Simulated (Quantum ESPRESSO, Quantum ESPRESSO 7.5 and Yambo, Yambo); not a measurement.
# How the form of the self-energy moves the gap of BiOBr (P4/nmm)

Wanted: the gap of BiOBr (P4/nmm) under several approximations, with cost.

Main program and level: Quantum ESPRESSO 7.5 and Yambo 5.3.0; PBEsol and many-body steps on it, plane waves.

This is a report of a sequence of runs, with most program output left out.

The database entry behind the starting cell differs from later determinations by our own check (0.1 to 0.3 % short, probably kX units), so it need not match the best structure at ambient conditions.

## 1. The starting structure

It takes space group P4/nmm (No. 129, tetragonal). The conventional cell has a = 3.916 Å, b = 3.916 Å, c = 8.077 Å, α = 90.00°, β = 90.00°, γ = 90.00°. Bi has 4 O at 2.32 Å and 4 Br at 3.18 Å nearest. Nearest to Br lie 4 Bi at 3.18 Å. Nearest to O lie 4 Bi at 2.32 Å. Farther neighbours and most contacts between anions are not listed.

The cell and positions come from the Crystallography Open Database and are kept as given unless a step says otherwise. Spin-orbit coupling is left out unless a step names it.

## 2. Empty states on the mesh, 4×4×2 mesh, 562 bands

This step: Quantum ESPRESSO 7.5; DFT, PBEsol, plane waves, norm-conserving pseudopotentials.

The sums over transitions need many empty states on a uniform mesh; this step solves for them.

pw.in

```
&control
  calculation = 'nscf'
  prefix = 'x'
  outdir = 'o'
  pseudo_dir = 'pseudo'
/
&system
  ibrav = 0
  nat = 6
  ntyp = 3
  ecutwfc = 72.0
  nbnd = 562
  force_symmorphic = .true.
/
&electrons
  conv_thr = 1e-9
  electron_maxstep = 80
  diago_full_acc = .true.
  diago_thr_init = 5e-6
/
ATOMIC_SPECIES
  Bi 208.98 Bi.upf
  Br 79.904 Br.upf
  O 15.999 O.upf
CELL_PARAMETERS angstrom
  3.9160000000 0.0000000000 0.0000000000
  0.0000000000 3.9160000000 0.0000000000
  0.0000000000 0.0000000000 8.0770000000
ATOMIC_POSITIONS crystal
  Bi 0.0000000000 0.5000000000 0.1540000000
  Bi 0.5000000000 0.0000000000 0.8460000000
  Br 0.0000000000 0.5000000000 0.6530000000
  Br 0.5000000000 0.0000000000 0.3470000000
  O 0.0000000000 0.0000000000 0.0000000000
  O 0.5000000000 0.5000000000 0.0000000000
K_POINTS automatic
  4 4 2 0 0 0
```

The run is started by

```
OMP_NUM_THREADS=1 mpirun -n 16 pw.x -nk 4 -in pw.in > pw.out
```

The job ended after 2.3 min (16 MPI ranks of Arm Neoverse V2, shared host; peak memory 3.2 GiB).

This step gave:

- gap: 2.212 eV
- k of the valence top: 0, -0.5, -0.5
- k of the conduction bottom: 0, 0, -0.5
- least direct gap: 2.277 eV
- k points computed: 12
- lowest point of the top converged band, above the valence top: 138.8129 eV

On this mesh the gap is 2.212 eV.

The density comes from a self-consistent run that is not shown.

## 3. Conversion and set-up

This step: Yambo 5.3.0; conversion and set-up on PBEsol, plane waves, norm-conserving pseudopotentials.

The states are converted to the many-body program's format and the q mesh is built.

The run is started by

```
(cd o/x.save; p2y > p2y.log; mv SAVE ../..); yambo > setup.log
```

The job ended after 3.6 s (1 MPI rank; peak memory 0.25 GiB).

## 4. G0W0, Godby-Needs plasmon pole

G0W0 replaces the xc potential by the self-energy, built once from these orbitals. Only a window of levels is corrected, while the sums run over the empty bands that the input names.

This step: G0W0 on PBEsol, plane waves, norm-conserving pseudopotentials.

gw2.in

```
HF_and_locXC
gw0
dyson
ppa
em1d
rim_cut
RandQpts= 1000000
RandGvec= 1 RL
EXXRLvcs= 72 Ry
VXCRLvcs= 288 Ry
Chimod= "HARTREE"
% BndsRnXp
 1 | 256 |
%
NGsBlkXp= 11.5 Ry
% LongDrXp
 1 | 1 | 1 |
%
% GbndRnge
 1 | 256 |
%
DysSolver= "n"
ExtendOut
PPAPntXp= 27.21138 eV
% QPkrange
 6 | 6 | 45 | 48 |
 2 | 2 | 45 | 48 |
 1 | 1 | 45 | 48 |
%
```

The run is started by

```
OMP_NUM_THREADS=1 mpirun -n 16 yambo -F gw2.in -J gw2 -C gw2 > gw2.log
```

Run time: 11 min. Hardware: 16 MPI ranks; peak memory 15 GiB.

This step gave:

```
G0W0 gap on the points computed              : 3.649 eV
starting gap on the mesh                     : 2.212 eV
k of the valence top                         : 0, -0.5, -0.5
k of the conduction bottom                   : 0, 0, -0.5
least direct G0W0 gap on the computed points : 4.226 eV
Z at the valence top                         : 0.7969
Z at the conduction bottom                   : 0.8283
```

The gap on the mesh goes from 2.21 eV to 3.65 eV, a correction of +1.44 eV.

## 5. One-shot COHSEX

This step: one-shot COHSEX on PBEsol, plane waves, norm-conserving pseudopotentials.

gw4.in

```
HF_and_locXC
gw0
dyson
cohsex
em1s
rim_cut
RandQpts= 1000000
RandGvec= 1 RL
EXXRLvcs= 72 Ry
VXCRLvcs= 288 Ry
Chimod= "HARTREE"
% BndsRnXs
 1 | 256 |
%
NGsBlkXs= 11.5 Ry
% LongDrXs
 1 | 1 | 1 |
%
% GbndRnge
 1 | 256 |
%
DysSolver= "n"
ExtendOut
% QPkrange
 6 | 6 | 45 | 48 |
 2 | 2 | 45 | 48 |
 1 | 1 | 45 | 48 |
%
```

The run is started by

```
OMP_NUM_THREADS=1 mpirun -n 16 yambo -F gw4.in -J gw4 -C gw4 > gw4.log
```

Run time: 6.4 min. Hardware: 16 MPI ranks; peak memory 15 GiB; 1.7 h of CPU time.

This step gave:

| Property | Result |
| --- | --- |
| quasiparticle gap on the points computed | 4.393 eV |
| starting gap on the mesh | 2.212 eV |
| k of the valence top | 0, -0.5, -0.5 |
| k of the conduction bottom | 0, 0, -0.5 |
| least direct quasiparticle gap on the computed points | 4.766 eV |
| Z at the valence top | 1 |
| Z at the conduction bottom | 1 |

Against G0W0 in Yambo (4×4×2 mesh, 256 bands, screening to 156.5 eV, Godby-Needs plasmon pole), the gap moves by +0.744 eV.

## 6. One-shot Hartree-Fock

This step: one-shot Hartree-Fock on PBEsol, plane waves, norm-conserving pseudopotentials.

gw5.in

```
HF_and_locXC
rim_cut
RandQpts= 1000000
RandGvec= 1 RL
EXXRLvcs= 72 Ry
VXCRLvcs= 288 Ry
% QPkrange
 6 | 6 | 45 | 48 |
 2 | 2 | 45 | 48 |
 1 | 1 | 45 | 48 |
%
```

The run is started by

```
OMP_NUM_THREADS=1 mpirun -n 16 yambo -F gw5.in -J gw5 -C gw5 > gw5.log
```

The job ended after 7.1 s (16 MPI ranks; peak memory 9.7 GiB).

This step gave:

```yaml
quasiparticle_gap_on_the_mesh: 9.819 eV
starting_gap_on_the_mesh: 2.212 eV
k_of_the_valence_top: 0, -0.5, -0.5
k_of_the_conduction_bottom: 0, 0, -0.5
least_direct_quasiparticle_gap_on_the_computed_points: 10.24 eV
```

Against G0W0 in Yambo (4×4×2 mesh, 256 bands, screening to 156.5 eV, Godby-Needs plasmon pole), the gap moves by +6.170 eV.

## 7. Side by side

Times are wall times on 16 MPI ranks of Arm Neoverse V2, shared host, good to a factor of about two.

```csv
run,mesh,bands,screening cutoff (eV),DFT gap (eV),gap on the mesh (eV),direct (eV),time
"G0W0, Godby-Needs plasmon pole",4×4×2,256,156.5,2.212,3.649,4.226,11 min
one-shot COHSEX,4×4×2,256,156.5,2.212,4.393,4.766,6.4 min
one-shot Hartree-Fock,4×4×2,-,-,2.212,9.819,10.239,7.1 s
```

## 8. What came out

| Item | Value |
| --- | --- |
| G0W0, Godby-Needs plasmon pole | 3.649 eV |
| one-shot COHSEX | 4.393 eV |
| one-shot Hartree-Fock | 9.819 eV |
| known limits | not at the basis limit; no spin-orbit coupling; coarse k mesh |

**Reading.** One-shot COHSEX: +0.744 eV against G0W0, Godby-Needs plasmon pole. One-shot Hartree-Fock: +6.170 eV against G0W0, Godby-Needs plasmon pole. Bare exchange alone opens the gap to 9.82 eV; against G0W0, correlation takes back 6.17 eV. Static COHSEX lies above G0W0: it lacks the factor Z and overstates the Coulomb hole of the filled states. Bands and cutoff are finite, so the gap is not at the basis limit. The miss can reach some tenths of an eV and take either sign; the mesh is an error of its own. A denser mesh or path gives a starting gap of 2.10 eV: the GW mesh misses a band edge, so its gaps are not the fundamental one. The 4×4×2 mesh is coarse for this cell, which bears on the long-range parts of exchange and screening. Where an edge is built on 6p states of lead, bismuth or thallium, scalar-relativistic gaps usually stand too wide, by a few tenths to over one eV. The many-body steps are scalar-relativistic: spin-orbit coupling is not in them.

[Paths, hosts, dates, memory and timing lines, banners, echoed tables and standing remarks are left out of the program output.]

[Logs are printed without paths, hosts, clocks, repeated set-up lines and the standing remarks that a program may print on its own settings, such as how far it seeks lower states.]

[Runs of the session that timed out or met a known fault of the program may be left out.]

[Hosts, paths, dates, database ids (printed as entryN), source tags and the programs' standing remarks are cut or masked in the printed files.]
